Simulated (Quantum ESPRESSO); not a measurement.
# Projected density of states of magnetic FeClO, part 2 of 2

Where do the states of the two spins of FeClO lie?

Quantum ESPRESSO 7.5; LDA with U = 4.5 eV on Fe d (ortho-atomic projectors); plane waves with GBRV 1.5 LDA potentials, no spin-orbit coupling.

So far, absolute magnetization (μB): step 2 (ground-state run) 9.13.

## Step 3: Projected density of states

Level of this step: LDA with U = 4.5 eV on Fe d (ortho-atomic projectors); plane waves with GBRV 1.5 LDA potentials, no spin-orbit coupling, projections on orthogonalised atomic orbitals (Quantum ESPRESSO).

projwfc.in

```
&PROJWFC
  prefix = 'pwscf'
  outdir = './tmp'
  filpdos = 'pdos'
  ngauss = 0
  degauss = 0.01
  DeltaE = 0.05
  Emin = -2.86
  Emax = 11.14
/
```

The run is started by

```bash
$ OMP_NUM_THREADS=1 mpirun -n 4 projwfc.x -nk 4 -in projwfc.in > projwfc.out
```

Output:

```text
[banner, memory and clock lines left out]
Program PROJWFC v.7.5 starts

     [... lines left out ...]
     IMPORTANT: XC functional enforced from input :
     Exchange-correlation= PZ
                           (   1   1   0   0   0   0   0)
     Any further DFT definition will be discarded
     Please, verify this is what you really want

     G-vector sticks info

     Check: negative core charge=   -0.000025

     negative rho (up, down):  1.386E-02 1.386E-02

     Gaussian broadening (read from input): ngauss,degauss=   0    0.010000

     Calling projwave ....

  Problem Sizes
  natomwfc =           42
  nbnd     =           43
  nkstot   =          128
  npwx     =         2882
  nkb      =           98

     Atomic states used for projection
     (read from pseudopotential files):

     state #   1: atom   1 (Fe1), wfc  1 (l=0 m= 1)
     state #   2: atom   1 (Fe1), wfc  2 (l=1 m= 1)
     state #   3: atom   1 (Fe1), wfc  2 (l=1 m= 2)
     state #   4: atom   1 (Fe1), wfc  2 (l=1 m= 3)
     state #   5: atom   1 (Fe1), wfc  3 (l=2 m= 1)
     state #   6: atom   1 (Fe1), wfc  3 (l=2 m= 2)
     state #   7: atom   1 (Fe1), wfc  3 (l=2 m= 3)
     state #   8: atom   1 (Fe1), wfc  3 (l=2 m= 4)
     state #   9: atom   1 (Fe1), wfc  3 (l=2 m= 5)
     state #  10: atom   1 (Fe1), wfc  4 (l=0 m= 1)
     state #  11: atom   1 (Fe1), wfc  5 (l=1 m= 1)
     state #  12: atom   1 (Fe1), wfc  5 (l=1 m= 2)
     state #  13: atom   1 (Fe1), wfc  5 (l=1 m= 3)
     state #  14: atom   2 (Fe2), wfc  1 (l=0 m= 1)
     state #  15: atom   2 (Fe2), wfc  2 (l=1 m= 1)
     state #  16: atom   2 (Fe2), wfc  2 (l=1 m= 2)
     state #  17: atom   2 (Fe2), wfc  2 (l=1 m= 3)
     state #  18: atom   2 (Fe2), wfc  3 (l=2 m= 1)
     state #  19: atom   2 (Fe2), wfc  3 (l=2 m= 2)
     state #  20: atom   2 (Fe2), wfc  3 (l=2 m= 3)
     state #  21: atom   2 (Fe2), wfc  3 (l=2 m= 4)
     state #  22: atom   2 (Fe2), wfc  3 (l=2 m= 5)
     state #  23: atom   2 (Fe2), wfc  4 (l=0 m= 1)
     state #  24: atom   2 (Fe2), wfc  5 (l=1 m= 1)
     state #  25: atom   2 (Fe2), wfc  5 (l=1 m= 2)
     state #  26: atom   2 (Fe2), wfc  5 (l=1 m= 3)
     state #  27: atom   3 (Cl ), wfc  1 (l=0 m= 1)
     state #  28: atom   3 (Cl ), wfc  2 (l=1 m= 1)
     state #  29: atom   3 (Cl ), wfc  2 (l=1 m= 2)
     state #  30: atom   3 (Cl ), wfc  2 (l=1 m= 3)
     state #  31: atom   4 (Cl ), wfc  1 (l=0 m= 1)
     state #  32: atom   4 (Cl ), wfc  2 (l=1 m= 1)
     state #  33: atom   4 (Cl ), wfc  2 (l=1 m= 2)
     state #  34: atom   4 (Cl ), wfc  2 (l=1 m= 3)
     state #  35: atom   5 (O  ), wfc  1 (l=0 m= 1)
     state #  36: atom   5 (O  ), wfc  2 (l=1 m= 1)
     state #  37: atom   5 (O  ), wfc  2 (l=1 m= 2)
     state #  38: atom   5 (O  ), wfc  2 (l=1 m= 3)
     state #  39: atom   6 (O  ), wfc  1 (l=0 m= 1)
     state #  40: atom   6 (O  ), wfc  2 (l=1 m= 1)
     state #  41: atom   6 (O  ), wfc  2 (l=1 m= 2)
     state #  42: atom   6 (O  ), wfc  2 (l=1 m= 3)

 [... projections of the bands left out ...]

Lowdin Charges:

     Atom #   1: total charge =  15.4367, s =  2.4908, p =  7.1963, d =  5.7495,
                 spin up      =   9.8466, s =  1.2582,
                 spin up      =   9.8466, p =  3.6146, pz=  1.2083, px=  1.2037, py=  1.2026,
                 spin up      =   9.8466, d =  4.9737, dz2=  0.9956, dxz=  0.9939, dyz=  0.9941, dx2-y2=  0.9939, dxy=  0.9963,
                 spin down    =   5.5901, s =  1.2326,
                 spin down    =   5.5901, p =  3.5817, pz=  1.1944, px=  1.1986, py=  1.1888,
                 spin down    =   5.5901, d =  0.7758, dz2=  0.0997, dxz=  0.2785, dyz=  0.0940, dx2-y2=  0.2170, dxy=  0.0866,
                 polarization =   4.2565, s =  0.0256, p =  0.0329, d =  4.1980,
     Atom #   2: total charge =  15.4367, s =  2.4908, p =  7.1963, d =  5.7495,
                 spin up      =   5.5901, s =  1.2326,
                 spin up      =   5.5901, p =  3.5817, pz=  1.1944, px=  1.1986, py=  1.1888,
                 spin up      =   5.5901, d =  0.7758, dz2=  0.0997, dxz=  0.2785, dyz=  0.0940, dx2-y2=  0.2170, dxy=  0.0866,
                 spin down    =   9.8466, s =  1.2582,
                 spin down    =   9.8466, p =  3.6146, pz=  1.2083, px=  1.2037, py=  1.2026,
                 spin down    =   9.8466, d =  4.9737, dz2=  0.9956, dxz=  0.9939, dyz=  0.9941, dx2-y2=  0.9939, dxy=  0.9963,
                 polarization =  -4.2565, s = -0.0256, p = -0.0329, d = -4.1980,
     Atom #   3: total charge =   7.0337, s =  1.8073, p =  5.2264, d =  0.0000,
                 spin up      =   3.6336, s =  0.9067,
                 spin up      =   3.6336, p =  2.7269, pz=  0.8951, px=  0.8670, py=  0.9648,
                 spin up      =   3.6336, d =  0.0000, dz2=  0.0000, dxz=  0.0000, dyz=  0.0000, dx2-y2=  0.0000, dxy=  0.0000,
                 spin down    =   3.4001, s =  0.9006,
                 spin down    =   3.4001, p =  2.4995, pz=  0.8142, px=  0.7723, py=  0.9130,
                 spin down    =   3.4001, d =  0.0000, dz2=  0.0000, dxz=  0.0000, dyz=  0.0000, dx2-y2=  0.0000, dxy=  0.0000,
                 polarization =   0.2336, s =  0.0061, p =  0.2275, d =  0.0000,
     Atom #   4: total charge =   7.0337, s =  1.8073, p =  5.2264, d =  0.0000,
                 spin up      =   3.4001, s =  0.9006,
                 spin up      =   3.4001, p =  2.4995, pz=  0.8142, px=  0.7723, py=  0.9130,
                 spin up      =   3.4001, d =  0.0000, dz2=  0.0000, dxz=  0.0000, dyz=  0.0000, dx2-y2=  0.0000, dxy=  0.0000,
                 spin down    =   3.6336, s =  0.9067,
                 spin down    =   3.6336, p =  2.7269, pz=  0.8951, px=  0.8670, py=  0.9648,
                 spin down    =   3.6336, d =  0.0000, dz2=  0.0000, dxz=  0.0000, dyz=  0.0000, dx2-y2=  0.0000, dxy=  0.0000,
                 polarization =  -0.2336, s = -0.0061, p = -0.2275, d =  0.0000,
     Atom #   5: total charge =   6.4579, s =  1.6457, p =  4.8122, d =  0.0000,
                 spin up      =   3.2226, s =  0.8211,
                 spin up      =   3.2226, p =  2.4015, pz=  0.8264, px=  0.8300, py=  0.7452,
                 spin up      =   3.2226, d =  0.0000, dz2=  0.0000, dxz=  0.0000, dyz=  0.0000, dx2-y2=  0.0000, dxy=  0.0000,
                 spin down    =   3.2353, s =  0.8245,
                 spin down    =   3.2353, p =  2.4107, pz=  0.7977, px=  0.7818, py=  0.8312,
                 spin down    =   3.2353, d =  0.0000, dz2=  0.0000, dxz=  0.0000, dyz=  0.0000, dx2-y2=  0.0000, dxy=  0.0000,
                 polarization =  -0.0127, s = -0.0034, p = -0.0093, d =  0.0000,
     Atom #   6: total charge =   6.4579, s =  1.6457, p =  4.8122, d =  0.0000,
                 spin up      =   3.2353, s =  0.8245,
                 spin up      =   3.2353, p =  2.4107, pz=  0.7977, px=  0.7818, py=  0.8312,
                 spin up      =   3.2353, d =  0.0000, dz2=  0.0000, dxz=  0.0000, dyz=  0.0000, dx2-y2=  0.0000, dxy=  0.0000,
                 spin down    =   3.2226, s =  0.8211,
                 spin down    =   3.2226, p =  2.4015, pz=  0.8264, px=  0.8300, py=  0.7452,
                 spin down    =   3.2226, d =  0.0000, dz2=  0.0000, dxz=  0.0000, dyz=  0.0000, dx2-y2=  0.0000, dxy=  0.0000,
                 polarization =   0.0127, s =  0.0034, p =  0.0093, d =  0.0000,
     Spilling Parameter:   0.0025
```

The job ended after 3 s (4 MPI ranks of AMD EPYC 9R14 (Zen 4), shared host; peak memory 0.32 GiB; 12 s of CPU time).

The density of states has structure finer than the step of the table below, so its rows give means over 0.5 eV, whole bins alone (the curve runs from -9.00 to 5.05 eV). Peaks (eV: height): up -8.05: 4.48, -7.35: 3.75, 1.15: 5.4, 1.50: 4.39; down -8.05: 4.48, -7.35: 3.75, 1.15: 5.4, 1.50: 4.39; Fe1 d up -8.05: 3.68, -7.75: 3.52, -7.35: 3.25; Fe1 d down = Fe2 d up 1.15: 4.86, 2.50: 1.19; Fe2 d down -8.05: 3.68, -7.75: 3.52, -7.35: 3.25.

Gaussian broadening of 0.136 eV on the SCF mesh. Density of states against energy, zero at the Fermi level; means over each step; 7 of 8 lines; values in states/eV/cell:

| energy (eV) | up | down | Fe1 d up | Fe1 d down = Fe2 d up | Fe2 d down | Cl3 p up = Cl4 p down | Cl3 p down |
| --- | --- | --- | --- | --- | --- | --- | --- |
| -8.5 | 2.35 | 2.35 | 1.75 | 0.00959 | 1.75 | 0.0226 | 0.00276 |
| -8.0 | 3.93 | 3.93 | 3.24 | 0.0190 | 3.24 | 0.120 | 0.00527 |
| -7.5 | 3.25 | 3.25 | 2.83 | 0.0182 | 2.83 | 0.0942 | 0.00341 |
| -7.0 | 0.424 | 0.424 | 0.373 | 0.00330 | 0.373 | 0.00795 | 5.9e-4 |
| -6.5 | 0.194 | 0.194 | 0.0492 | 0.00667 | 0.0492 | 0.00814 | 0.00166 |
| -6.0 | 0.438 | 0.438 | 0.0795 | 0.0190 | 0.0795 | 0.0317 | 0.00431 |
| -5.5 | 1.88 | 1.88 | 0.295 | 0.0884 | 0.295 | 0.169 | 0.118 |
| -5.0 | 2.18 | 2.18 | 0.190 | 0.0963 | 0.190 | 0.307 | 0.272 |
| -4.5 | 2.58 | 2.58 | 0.132 | 0.243 | 0.132 | 0.325 | 0.532 |
| -4.0 | 1.90 | 1.90 | 0.0901 | 0.176 | 0.0901 | 0.245 | 0.499 |
| -3.5 | 2.58 | 2.58 | 0.0932 | 0.248 | 0.0932 | 0.385 | 0.778 |
| -3.0 | 3.10 | 3.10 | 0.0824 | 0.237 | 0.0824 | 0.583 | 0.799 |
| -2.5 | 2.96 | 2.96 | 0.0761 | 0.124 | 0.0761 | 1.04 | 0.822 |
| -2.0 | 3.00 | 3.00 | 0.145 | 0.113 | 0.145 | 1.04 | 0.854 |
| -1.5 | 2.13 | 2.13 | 0.196 | 0.0607 | 0.196 | 0.820 | 0.264 |
| -1.0 | 0.940 | 0.940 | 0.134 | 0.0313 | 0.134 | 0.228 | 0.0243 |
| -0.5 | 0.126 | 0.126 | 0.0193 | 0.00343 | 0.0193 | 0.00955 | 0.00267 |
| 0.0 | 0 | 0 | 0 | 0 | 0 | 0 | 0 |
| 0.5 | 0.228 | 0.228 | 1.1e-4 | 0.205 | 1.1e-4 | 3.1e-4 | 0.00169 |
| 1.0 | 3.84 | 3.84 | 0.00313 | 3.47 | 0.00313 | 0.0115 | 0.107 |
| 1.5 | 3.55 | 3.55 | 0.00708 | 2.84 | 0.00708 | 0.0140 | 0.268 |
| 2.0 | 0.913 | 0.913 | 0.00158 | 0.664 | 0.00158 | 0.00441 | 0.0883 |
| 2.5 | 1.43 | 1.43 | 0.00186 | 0.973 | 0.00186 | 0.00713 | 0.0624 |
| 3.0 | 0.0435 | 0.0435 | 2.0e-5 | 0.0283 | 2.0e-5 | 8.3e-5 | 0.00180 |
| 3.5 | 0 | 0 | 0 | 0 | 0 | 0 | 0 |
| 4.0 | 0.0112 | 0.0112 | 0 | 3.5e-5 | 0 | 4.8e-4 | 2.9e-4 |
| 4.5 | 0.0311 | 0.0311 | 5.3e-6 | 1.1e-4 | 5.3e-6 | 0.00150 | 9.2e-4 |

## Step 4: Results

| Item | Value |
| --- | --- |
| state | antiferromagnetic |
| largest moment in a sphere | 3.86 μB |

**Reading.** Distinct peaks of the density of states (up) stand at -8.05, -7.35, -2.80, 1.15 and 1.50 eV; the one at 1.15 eV is strongest. These are Kohn–Sham states without spin–orbit coupling, on the mesh of the self-consistent run. The moments are opposed on like sites, so the totals of the two spins are equal and the projections on single atoms show the splitting.

[Logs and program files are shortened in this print: banners, set-up blocks, solver, clock and traceback lines can be left out without a mark of their own.]

[Logs are printed without paths, hosts, clocks, repeated set-up lines and the standing remarks that a program may print on its own settings, such as how far it seeks lower states.]

[Hosts, paths, dates, database ids (printed as entryN), source tags and the programs' standing remarks are cut or masked in the printed files.]

[Where a cell is said to come from a database of computed structures, the database is the Materials Project.]
